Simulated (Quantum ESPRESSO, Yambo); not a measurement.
Planning a run of Quantum ESPRESSO 7.5 on PbO (P4/nmm). The input:

```
&control
  calculation = 'nscf'
  prefix = 'x'
  outdir = 'o'
  pseudo_dir = 'pseudo'
/
&system
  ibrav = 0
  nat = 4
  ntyp = 2
  ecutwfc = 76.0
  nbnd = 175
  force_symmorphic = .true.
/
&electrons
  conv_thr = 1e-9
  electron_maxstep = 80
  diago_full_acc = .true.
  diago_thr_init = 5e-6
/
ATOMIC_SPECIES
  Pb 207.2 Pb.upf
  O 15.999 O.upf
CELL_PARAMETERS angstrom
  3.9600000000 0.0000000000 0.0000000000
  0.0000000000 3.9600000000 0.0000000000
  0.0000000000 0.0000000000 5.0700000000
ATOMIC_POSITIONS crystal
  Pb 0.0000000000 0.5000000000 0.2385140000
  Pb 0.5000000000 0.0000000000 0.7614860000
  O 0.0000000000 0.0000000000 0.0000000000
  O 0.5000000000 0.5000000000 0.0000000000
K_POINTS automatic
  4 4 2 0 0 0
```

The database entry behind the starting cell differs from later determinations by our own check (c about 1 % long), so it need not match the best structure at ambient conditions.

```sh
OMP_NUM_THREADS=1 mpirun -n 8 pw.x -nk 4 -in pw.in > pw.out
```

Q: Estimate wall time and host memory on 8 MPI ranks of Arm Neoverse V2, shared host.

It took 15 s; on shared hardware allow 7.7 s to 31 s. Peak host memory was 0.77 GiB.

[Paths, hosts, dates, memory and timing lines, banners, echoed tables and standing remarks are left out of the program output.]

[Logs are printed without paths, hosts, clocks, repeated set-up lines and the standing remarks that a program may print on its own settings, such as how far it seeks lower states.]

[Runs of the session that timed out or met a known fault of the program may be left out.]

[Hosts, paths, dates, database ids (printed as entryN), source tags and the programs' standing remarks are cut or masked in the printed files.]
